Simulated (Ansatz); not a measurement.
# H on Pt(111): change of the work function

Aim: the work function of Pt(111) at several coverages of H (fcc site), and the dipole that each adsorbate carries.

Program: Ansatz 0.2.0. Level of theory: plane-wave DFT, PBE, Ansatz PAW. Values are calculated unless marked as measured.

## Step 1: The system as given

The cell holds 4 atoms: 4 Pt. Cell: a = 2.772 Å, b = 2.772 Å, c = 24.790 Å, α = 90.0°, β = 90.0°, γ = 60.0°. Vacuum lies along c.

## Step 2: The clean slab

The bare slab comes first, as the zero from which every change is counted. The two lowest layers are held at bulk places and the upper ones relax. The dipole correction removes the false field that a one-sided slab makes across the periodic vacuum, so each face gets a flat vacuum level of its own.

Contents of input.yaml:

```yaml
crystal:
  lattice:
    - [2.7718585823, 0.0, 0.0]
    - [1.3859292911, 2.4004999479, 0.0]
    - [0.0, 0.0, 24.7896391657]
  atoms:
    - { symbol: Pt, position: [0.0, 0.0, 0.3630549013] }
    - { symbol: Pt, position: [0.3333333333, 0.3333333333, 0.4543516338] }
    - { symbol: Pt, position: [0.6666666667, 0.6666666667, 0.5456483662] }
    - { symbol: Pt, position: [0.0, 0.0, 0.6369450987] }
kpoints:
  mp_grid: { grid: [12, 12, 1] }
hamiltonian:
  xc: pbe
scf:
  occupations: { method: fermi_dirac, width: 0.1 }
  convergence: { dr2_threshold: 1.0e-08 }
efield:
  axis: 3
  dipole_correction: true
  ramp_position: 0.97
  ramp_width: 0.06
relax:
  f_tol: 0.02
  max_steps: 60
  constraints: [{ sites: [0, 1] }]
output:
  write_potential: true
  write_density: true
  volumetric_format: npy
```

On the command line:

```
$ ansatz run input.yaml --threads 4 --pin off --max-ram 16384MiB --backend cpu --events-out ev --progress --plain --runs-dir out
```

Standard output:

```text
Engine: ansatz 0.2.0, aarch64-unknown-linux-gnu
Pseudopotentials: kind: paw
Pseudopotential: Pt, paw, valence charge 18, recommended cutoff 420 eV (normal), Pt.paw.azcp
Functional definition: PBE
  parameter kappa = 0.804
  parameter beta = 0.066725
  exchange = pbe_x(kappa = kappa, mu = beta*pi^2/3)
  correlation = pbe_c(beta = beta)
Crystal: 4 atoms, lattice volume = 164.946 Å³
Basis set: ecut = 420 eV, 3263 PW (Γ), exchange–correlation on 40×40×360 points (8 copies of the dense FFT grid, shifted against one another)
Bands: 44, of which v1, the nominal top of the filled ones, is band 36 counted from 1 (35 counted from 0)
Symmetry: 6 space group operations
k-points: 19 of 144 (time reversal used)
Non-local potential: Pt, projectors of the file, l = 0: 3, l = 1: 2, l = 2: 2, l = 3: 1
PAW form: soft (Blöchl's): semilocal exchange-correlation on the pseudo side does not see the compensation charge
PAW one-centre angular grid: Pt, 590 points (default); XC on 64 Gauss nodes
Initial density: superposition of atomic densities (neutral atoms: chi_scale 0, normalization atom), corrected by the library's trained network
Initial wavefunctions: pseudopotential atomic-orbital guess
Functional: x = pbe(κ = 0.804, μ = 0.219515), c = pbe(β = 0.066725)
SCF iter   1: F=—  HF=-50090.991717 eV  |F-HF|=—  |Δ(HF+E_count)|=         —  Δρ=5.75e-3  dr2=3.09e-1  ethr=1.77e-3  p=-0.000 e·Å  D=-7.16e-15 V/Å  ΔV_dip=0.00 eV  dr2_dipole=3.81e-7  V_vac-E_F(+/−)=5.23/5.23 eV  ⟨swp⟩=8.8  Hψ=3876  notcnv=0  defer=3
efield: sawtooth ramp at fractional position 0.9700 (set: `efield.ramp_position`, or a place that a band, a saddle search or an elastic batch's reference lends), width 0.0600; the density the first Hamiltonian is built on has a dipole p = -0.000 e·Å; the dipole correction subtracts the counter field D = -7.16e-15 V/Å, which shifts the + side's vacuum level by +0.00 eV against the − side's; the planar-averaged density in the ramp window peaks in size at 7.4e-6 e/Å³
preconditioner: auto → LDOS  [metal: Δε(μ)=0.021 eV  Ē_g=7.789 eV  σ=0.100 eV  W_gap=0.05  n_scr=18 (ndim 8)  ℏωp=18.3 eV  f_vac=0.582  D(μ)=6.47/eV (n_scr^D=38)  β→1.0]
SCF iter   2: F=—  HF=-50090.990107 eV  |F-HF|=—  |Δ(HF+E_count)|=   1.61e-3  Δρ=3.29e-3  dr2=3.42e-2  ethr=4.29e-4  p=-0.000 e·Å  D=-9.35e-6 V/Å  ΔV_dip=0.00 eV  dr2_dipole=9.86e-8  V_vac-E_F(+/−)=5.71/5.71 eV  ⟨swp⟩=2.5  Hψ=1067  notcnv=0  defer=17
SCF iter   3: F=—  HF=-50090.987451 eV  |F-HF|=—  |Δ(HF+E_count)|=   2.66e-3  Δρ=1.41e-3  dr2=2.98e-2  ethr=4.75e-5  p=0.000 e·Å  D=7.74e-6 V/Å  ΔV_dip=-0.00 eV  dr2_dipole=2.74e-8  V_vac-E_F(+/−)=5.60/5.60 eV  ⟨swp⟩=2.6  Hψ=1528  notcnv=0  defer=17
SCF iter   4: F=—  HF=-50090.985231 eV  |F-HF|=—  |Δ(HF+E_count)|=   2.22e-3  Δρ=6.04e-4  dr2=1.66e-3  ethr=4.14e-5  p=-0.000 e·Å  D=-5.42e-7 V/Å  ΔV_dip=0.00 eV  dr2_dipole=8.19e-11  V_vac-E_F(+/−)=5.69/5.69 eV  ⟨swp⟩=2.1  Hψ=1183  notcnv=0  defer=17
SCF iter   5: F=—  HF=-50090.985131 eV  |F-HF|=—  |Δ(HF+E_count)|=   9.99e-5  Δρ=2.71e-4  dr2=8.45e-5  ethr=2.30e-6  p=-0.000 e·Å  D=-3.79e-7 V/Å  ΔV_dip=0.00 eV  dr2_dipole=9.28e-10  V_vac-E_F(+/−)=5.68/5.68 eV  ⟨swp⟩=2.7  Hψ=1289  notcnv=0  defer=17
SCF iter   6: F=—  HF=-50090.985171 eV  |F-HF|=—  |Δ(HF+E_count)|=   3.93e-5  Δρ=4.16e-5  dr2=6.87e-6  ethr=1.17e-7  p=-0.000 e·Å  D=-3.54e-7 V/Å  ΔV_dip=0.00 eV  dr2_dipole=4.43e-10  V_vac-E_F(+/−)=5.66/5.66 eV  ⟨swp⟩=2.3  Hψ=1282  notcnv=0  defer=17
SCF iter   7: F=—  HF=-50090.985173 eV  |F-HF|=—  |Δ(HF+E_count)|=   2.44e-6  Δρ=1.19e-5  dr2=1.39e-7  ethr=9.55e-9  p=-0.000 e·Å  D=-4.82e-8 V/Å  ΔV_dip=0.00 eV  dr2_dipole=7.88e-11  V_vac-E_F(+/−)=5.66/5.66 eV  ⟨swp⟩=2.1  Hψ=1241  notcnv=0  defer=15
SCF iter   8: F=-50090.985173 eV  HF=-50090.985173 eV  |F-HF|=5.50e-8  |Δ(HF+E_count)|=   2.84e-7  Δρ=3.95e-6  dr2=8.82e-9  ethr=1.39e-11  p=-0.000 e·Å  D=-4.02e-9 V/Å  ΔV_dip=0.00 eV  dr2_dipole=1.66e-11  V_vac-E_F(+/−)=5.66/5.66 eV  ⟨swp⟩=8.5  Hψ=6833  notcnv=0
SCF 1 converged in 8 iterations: F = -50090.985173 eV  dr2 = 8.82e-9
  greatest PAW one-centre occupation: 1.000 electrons in one spin orbital (limit 2), on the Pt atom at site 2 (counted from 0), in its partial waves of l = 0
relax step   1: F+E_penalty+E_count = -50090.98517332 eV  Δ(F+E_penalty+E_count) = +0.000e0 eV  max|allowed force component| = 4.882e-1 eV/Å  Δτ_max = 0.0000 Å  (8 SCF iters, accepted)
Initial density: handed on by an earlier stage of this run
Initial wavefunctions: those handed on with the density
iter 1 solved again at ethr=6.41e-4 eV; its pass at ethr=3.10e-3 eV (dr2=4.62e-1 eV) is discarded
SCF iter   1: F=—  HF=-50091.029102 eV  |F-HF|=—  |Δ(HF+E_count)|=         —  Δρ=1.16e-2  dr2=4.80e-1  ethr=6.41e-4  p=0.000 e·Å  D=2.66e-7 V/Å  ΔV_dip=-0.00 eV  dr2_dipole=1.45e-1  V_vac-E_F(+/−)=5.71/5.71 eV  ⟨swp⟩=1.3  Hψ=3370  notcnv=0  defer=8
efield: sawtooth ramp at fractional position 0.9700 (set: `efield.ramp_position`, or a place that a band, a saddle search or an elastic batch's reference lends), width 0.0600; the density the first Hamiltonian is built on has a dipole p = 0.000 e·Å; the dipole correction subtracts the counter field D = 2.66e-7 V/Å, which shifts the + side's vacuum level by -0.00 eV against the − side's; the planar-averaged density in the ramp window peaks in size at 3.0e-6 e/Å³
preconditioner: auto → LDOS  [metal: Δε(μ)=0.019 eV  Ē_g=7.721 eV  σ=0.100 eV  W_gap=0.05  n_scr=18 (ndim 8)  ℏωp=18.3 eV  f_vac=0.575  D(μ)=6.64/eV (n_scr^D=50)  β→1.0]
SCF iter   2: F=—  HF=-50091.023855 eV  |F-HF|=—  |Δ(HF+E_count)|=   5.25e-3  Δρ=5.67e-3  dr2=1.45e-1  ethr=6.41e-4  p=0.004 e·Å  D=4.87e-3 V/Å  ΔV_dip=-0.12 eV  dr2_dipole=2.41e-2  V_vac-E_F(+/−)=5.55/5.67 eV  ⟨swp⟩=2.2  Hψ=1413  notcnv=0  defer=8
SCF iter   3: F=—  HF=-50091.004025 eV  |F-HF|=—  |Δ(HF+E_count)|=   1.98e-2  Δρ=2.86e-3  dr2=4.20e-2  ethr=2.02e-4  p=-0.007 e·Å  D=-7.20e-3 V/Å  ΔV_dip=0.18 eV  dr2_dipole=8.42e-5  V_vac-E_F(+/−)=5.86/5.68 eV  ⟨swp⟩=2.5  Hψ=1442  notcnv=0  defer=8
SCF iter   4: F=—  HF=-50090.997106 eV  |F-HF|=—  |Δ(HF+E_count)|=   6.92e-3  Δρ=9.64e-4  dr2=2.01e-3  ethr=5.84e-5  p=-0.003 e·Å  D=-3.38e-3 V/Å  ΔV_dip=0.08 eV  dr2_dipole=4.64e-5  V_vac-E_F(+/−)=5.76/5.68 eV  ⟨swp⟩=2.2  Hψ=1278  notcnv=0  defer=9
SCF iter   5: F=—  HF=-50090.996569 eV  |F-HF|=—  |Δ(HF+E_count)|=   5.37e-4  Δρ=2.91e-4  dr2=3.62e-4  ethr=2.79e-6  p=-0.003 e·Å  D=-2.80e-3 V/Å  ΔV_dip=0.07 eV  dr2_dipole=2.93e-5  V_vac-E_F(+/−)=5.74/5.68 eV  ⟨swp⟩=2.4  Hψ=1502  notcnv=0  defer=14
[...]
SCF iter   5: F=—  HF=-50091.007549 eV  |F-HF|=—  |Δ(HF+E_count)|=   1.10e-4  Δρ=1.80e-4  dr2=2.14e-4  ethr=1.16e-6  p=-0.001 e·Å  D=-7.97e-4 V/Å  ΔV_dip=0.02 eV  dr2_dipole=3.83e-6  V_vac-E_F(+/−)=5.69/5.67 eV  ⟨swp⟩=3.1  Hψ=1402  notcnv=0  defer=18
SCF iter   6: F=—  HF=-50091.007549 eV  |F-HF|=—  |Δ(HF+E_count)|=   5.92e-7  Δρ=9.20e-5  dr2=5.87e-5  ethr=2.97e-7  p=-0.001 e·Å  D=-1.00e-3 V/Å  ΔV_dip=0.02 eV  dr2_dipole=6.29e-8  V_vac-E_F(+/−)=5.70/5.67 eV  ⟨swp⟩=1.1  Hψ=836  notcnv=0  defer=18
SCF iter   7: F=—  HF=-50091.007553 eV  |F-HF|=—  |Δ(HF+E_count)|=   3.98e-6  Δρ=3.49e-5  dr2=1.06e-5  ethr=8.15e-8  p=-0.001 e·Å  D=-1.10e-3 V/Å  ΔV_dip=0.03 eV  dr2_dipole=8.91e-8  V_vac-E_F(+/−)=5.70/5.67 eV  ⟨swp⟩=1.2  Hψ=849  notcnv=0  defer=18
SCF iter   8: F=—  HF=-50091.007553 eV  |F-HF|=—  |Δ(HF+E_count)|=  6.48e-10  Δρ=1.21e-5  dr2=9.30e-7  ethr=1.47e-8  p=-0.001 e·Å  D=-1.07e-3 V/Å  ΔV_dip=0.03 eV  dr2_dipole=4.14e-9  V_vac-E_F(+/−)=5.70/5.67 eV  ⟨swp⟩=1.3  Hψ=862  notcnv=0  defer=18
SCF iter   9: F=—  HF=-50091.007565 eV  |F-HF|=—  |Δ(HF+E_count)|=   1.21e-5  Δρ=4.45e-6  dr2=4.81e-8  ethr=1.29e-9  p=-0.001 e·Å  D=-1.05e-3 V/Å  ΔV_dip=0.03 eV  dr2_dipole=1.78e-11  V_vac-E_F(+/−)=5.70/5.67 eV  ⟨swp⟩=2.0  Hψ=1206  notcnv=0  defer=17
SCF iter  10: F=-50091.007565 eV  HF=-50091.007565 eV  |F-HF|=8.45e-9  |Δ(HF+E_count)|=   3.09e-8  Δρ=1.25e-6  dr2=6.43e-9  ethr=1.39e-11  p=-0.001 e·Å  D=-1.05e-3 V/Å  ΔV_dip=0.03 eV  dr2_dipole=6.79e-10  V_vac-E_F(+/−)=5.70/5.67 eV  ⟨swp⟩=10.8  Hψ=6134  notcnv=0
SCF 3 converged in 10 iterations: F = -50091.007565 eV  dr2 = 6.43e-9
relax step   3: F+E_penalty+E_count = -50091.00756550 eV  Δ(F+E_penalty+E_count) = -1.103e-2 eV  max|allowed force component| = 7.115e-2 eV/Å  Δτ_max = 0.0918 Å  (10 SCF iters, accepted)
SCF iter   1: F=—  HF=-50091.008207 eV  |F-HF|=—  |Δ(HF+E_count)|=         —  Δρ=8.74e-4  dr2=5.06e-3  ethr=8.17e-5  p=-0.001 e·Å  D=-1.05e-3 V/Å  ΔV_dip=0.03 eV  dr2_dipole=1.69e-3  V_vac-E_F(+/−)=5.70/5.68 eV  ⟨swp⟩=2.1  Hψ=1462  notcnv=0  defer=18
efield: sawtooth ramp at fractional position 0.9700 (set: `efield.ramp_position`, or a place that a band, a saddle search or an elastic batch's reference lends), width 0.0600; the density the first Hamiltonian is built on has a dipole p = -0.001 e·Å; the dipole correction subtracts the counter field D = -1.05e-3 V/Å, which shifts the + side's vacuum level by +0.03 eV against the − side's; the planar-averaged density in the ramp window peaks in size at 2.0e-6 e/Å³
preconditioner: auto → LDOS  [metal: Δε(μ)=0.023 eV  Ē_g=7.759 eV  σ=0.100 eV  W_gap=0.06  n_scr=18 (ndim 8)  ℏωp=18.3 eV  f_vac=0.578  D(μ)=6.69/eV (n_scr^D=50)  β→1.0]
SCF iter   2: F=—  HF=-50091.008118 eV  |F-HF|=—  |Δ(HF+E_count)|=   8.90e-5  Δρ=3.88e-4  dr2=1.13e-3  ethr=7.03e-6  p=-0.001 e·Å  D=-6.34e-4 V/Å  ΔV_dip=0.02 eV  dr2_dipole=3.13e-4  V_vac-E_F(+/−)=5.69/5.67 eV  ⟨swp⟩=2.1  Hψ=1263  notcnv=0  defer=18
SCF iter   3: F=—  HF=-50091.008031 eV  |F-HF|=—  |Δ(HF+E_count)|=   8.73e-5  Δρ=2.54e-4  dr2=3.19e-4  ethr=1.57e-6  p=-0.002 e·Å  D=-1.78e-3 V/Å  ΔV_dip=0.04 eV  dr2_dipole=1.14e-6  V_vac-E_F(+/−)=5.72/5.67 eV  ⟨swp⟩=2.1  Hψ=1334  notcnv=0  defer=18
SCF iter   4: F=—  HF=-50091.007980 eV  |F-HF|=—  |Δ(HF+E_count)|=   5.11e-5  Δρ=5.52e-5  dr2=1.73e-5  ethr=4.43e-7  p=-0.001 e·Å  D=-1.25e-3 V/Å  ΔV_dip=0.03 eV  dr2_dipole=8.32e-7  V_vac-E_F(+/−)=5.70/5.67 eV  ⟨swp⟩=2.6  Hψ=1384  notcnv=0  defer=18
SCF iter   5: F=—  HF=-50091.007963 eV  |F-HF|=—  |Δ(HF+E_count)|=   1.72e-5  Δρ=2.60e-5  dr2=4.55e-6  ethr=2.40e-8  p=-0.001 e·Å  D=-1.28e-3 V/Å  ΔV_dip=0.03 eV  dr2_dipole=1.21e-7  V_vac-E_F(+/−)=5.70/5.67 eV  ⟨swp⟩=2.7  Hψ=1356  notcnv=0  defer=18
SCF iter   6: F=—  HF=-50091.007983 eV  |F-HF|=—  |Δ(HF+E_count)|=   2.01e-5  Δρ=1.36e-5  dr2=1.33e-6  ethr=6.32e-9  p=-0.001 e·Å  D=-1.27e-3 V/Å  ΔV_dip=0.03 eV  dr2_dipole=2.87e-9  V_vac-E_F(+/−)=5.70/5.67 eV  ⟨swp⟩=1.2  Hψ=826  notcnv=0  defer=18
SCF iter   7: F=—  HF=-50091.007983 eV  |F-HF|=—  |Δ(HF+E_count)|=   1.03e-7  Δρ=5.23e-6  dr2=2.29e-7  ethr=1.84e-9  p=-0.001 e·Å  D=-1.26e-3 V/Å  ΔV_dip=0.03 eV  dr2_dipole=3.63e-9  V_vac-E_F(+/−)=5.70/5.67 eV  ⟨swp⟩=1.2  Hψ=830  notcnv=0  defer=18
SCF iter   8: F=—  HF=-50091.007983 eV  |F-HF|=—  |Δ(HF+E_count)|=   2.14e-8  Δρ=1.98e-6  dr2=1.76e-8  ethr=3.18e-10  p=-0.001 e·Å  D=-1.27e-3 V/Å  ΔV_dip=0.03 eV  dr2_dipole=2.54e-10  V_vac-E_F(+/−)=5.70/5.67 eV  ⟨swp⟩=1.3  Hψ=909  notcnv=0  defer=18
SCF iter   9: F=-50091.007983 eV  HF=-50091.007983 eV  |F-HF|=3.31e-9  |Δ(HF+E_count)|=   1.66e-8  Δρ=5.77e-7  dr2=7.83e-10  ethr=1.39e-11  p=-0.001 e·Å  D=-1.27e-3 V/Å  ΔV_dip=0.03 eV  dr2_dipole=2.51e-12  V_vac-E_F(+/−)=5.70/5.67 eV  ⟨swp⟩=9.9  Hψ=5733  notcnv=0
SCF 4 converged in 9 iterations: F = -50091.007983 eV  dr2 = 7.83e-10
relax step   4: F+E_penalty+E_count = -50091.00798290 eV  Δ(F+E_penalty+E_count) = -4.174e-4 eV  max|allowed force component| = 3.489e-4 eV/Å  Δτ_max = 0.0131 Å  (9 SCF iters, accepted)
NSCF: frozen V_eff on 19 k-points
the band table was solved once a step of the walk had ended and its energy, with any forces and stress, was formed, with the checks that follow a solve (4587 applications of the Hamiltonian). They found nothing against the state; the energy, forces and stress were not computed again (output.eigenvalues in the input reference)
SCF converged after 9 iterations
Free energy (F): -50091.007983 eV
Harris-Foulkes:  -50091.007983 eV  (|F-HF|=3.31e-9)
Internal energy: -50090.790083 eV  (E = F + TS)
E sigma→0 (E₀):  -50090.899033 eV
Entropy (-TS):   -0.217900 eV (-54.475 meV/atom)
Fermi energy:    4.900471 eV
Dipole field:    D = -0.001268 V/Å  (p = -0.001156 e·Å, saw-weighted, corrected)
Work function:   Φ+ = 5.7030 eV   Φ− = 5.6716 eV
Levels:          The Fermi level and band energies are counted from a zero that moves with the ramp; work functions are not
--- Per-component energies (eV) ---
  E_band       = -1818.910559
  E_kinetic    = 2546.761399
  E_local      = -123966.042102  (includes V_loc(G=0)·N_el)
  E_nonlocal   = 800.189997
  E_hartree    = 60581.100929
  E_xc         = -1044.614578
  E_vxc        = -1207.827317  (∫ρ·V_xc dr)
  E_paw        = -37816.082999  (= ΣΔE_a)
  E_vpaw       = -1154.195294  (= ΣTr[D̂ρ^β])
  E_aug_tail   = 0.000812  (compensation charges beyond the density's cutoff)
  E_efield     = 0.000001  (sawtooth field / dipole correction)
  E_vefield    = 0.003640  (∫n·V_field dr)
  E_ewald      = 48807.896459
  E_smearing   = -0.217900  (= −TS)
  E_closure    = -0.000000  (closes the sum)
  Σ components = -50091.007983   (vs F -50091.007983, Δ=0.00e0)
--- Forces (eV/Å), atoms counted from 1 ---
  atom   1  Pt    -0.00000000    -0.00000000    -0.48014122
  atom   2  Pt     0.00000000    -0.00000000     0.47992545
  atom   3  Pt    -0.00000000    -0.00000000     0.00034885
  atom   4  Pt    -0.00000000     0.00000000    -0.00014217
  max |Σ_I F_I| component: 9.09e-6 eV/Å
--- Band table (eV; the first three rows and the last of 19) ---
  k-point 0: bands = [... 32 lower, 3.3721, 3.7295, 3.7295, 4.4538, 4.4538, 4.4677, 4.8736, 4.8736, ... 4 higher]
  k-point 1: bands = [... 32 lower, 3.2564, 3.5694, 3.7370, 3.8498, 4.2372, 4.4477, 4.8839, 5.4119, ... 4 higher]
  k-point 2: bands = [... 32 lower, 3.0456, 3.1540, 3.4980, 3.7132, 4.4250, 4.6025, 4.9064, 6.3631, ... 4 higher]
  k-point 18: bands = [... 32 lower, 4.2535, 4.5924, 4.6084, 4.6216, 9.8513, 9.8824, 9.8903, 10.6257, ... 4 higher]
--- Relaxed structure (4 steps of the walk, 4 accepted, 0 SCFs on fresh bases) ---
  F+E_penalty+E_count = -50091.00798290 eV   max|allowed force component| = 3.489e-4 eV/Å
  atoms:
    - { symbol: Pt, position: [0.0, 0.0, 0.363055] }
    - { symbol: Pt, position: [0.333333, 0.333333, 0.454352] }
    - { symbol: Pt, position: [0.666667, 0.666667, 0.547405] }
    - { symbol: Pt, position: [1.786074e-18, -8.930372e-19, 0.641619] }
```

Elapsed: 14 s, on 4 threads of Arm Neoverse V2, shared host; peak memory 0.49 GiB; 52 s of CPU time.

Relaxation path:

| step | energy less that of the first step (eV) | largest force component (eV/Å) |
| --- | --- | --- |
| 1 | 0.0000 | 0.4882 |
| 2 | -0.0114 | 0.3306 |
| 3 | -0.0224 | 0.0711 |
| 4 | -0.0228 | 0.0003 |

Forces are held to the 6 operations that the program found; a distortion that breaks them can't arise in this run.

The atoms that moved most (Å):

| atom | dx | dy | dz | length |
| --- | --- | --- | --- | --- |
| Pt4 | 0.000 | 0.000 | 0.116 | 0.116 |
| Pt3 | 0.000 | 0.000 | 0.044 | 0.044 |

Read from the output:

```yaml
energy_at_zero_smearing: -50090.8990 eV
work_function_upper_face: 5.703 eV
work_function_lower_face: 5.672 eV
dipole_along_the_normal: -0.001156 e·Å
step_between_the_vacuum_levels: 0.03143 eV
```

Running mean over 2.263 Å of the planar mean; the ramp of the sawtooth is left out. The electron's electrostatic potential energy less the Fermi level by z:

z (Å), electron's electrostatic potential energy less the Fermi level (eV) and a bar from the least value:
```
        4        5.7 ##############################
        5        5.7 ##############################
        6        5.6 ##############################
        7        4.6 ############################
        8       -5.0 ############
        9      -11.6 #
       10      -12.1 
       11      -12.2 
       12      -11.8 #
       13      -11.9 
       14      -11.8 #
       15      -11.2 ##
       16      -11.3 #
       17       -3.7 ##############
       18        4.9 #############################
       19        5.7 ##############################
       20        5.7 ##############################
       21        5.7 ##############################
```

The relaxation took 4 steps and lowered the energy by 0.023 eV; the largest force on the free atoms ends at 3.5e-4 eV/Å.

The work function of the upper face is 5.70 eV.

(Part 1 of 4 ends here.)

[Long decimals in the printed logs are rounded to 6 places.]

[Logs are printed without paths, hosts, clocks, repeated set-up lines and the standing remarks that a program may print on its own settings, such as how far it seeks lower states.]

[Hosts, paths, dates, database ids (printed as entryN), source tags and the programs' standing remarks are cut or masked in the printed files.]

[Maps of the electrostatic potential energy from Ansatz leave out the sawtooth potential of an applied field or a dipole correction, so their vacuum need not be flat; planar profiles and work functions include it.]
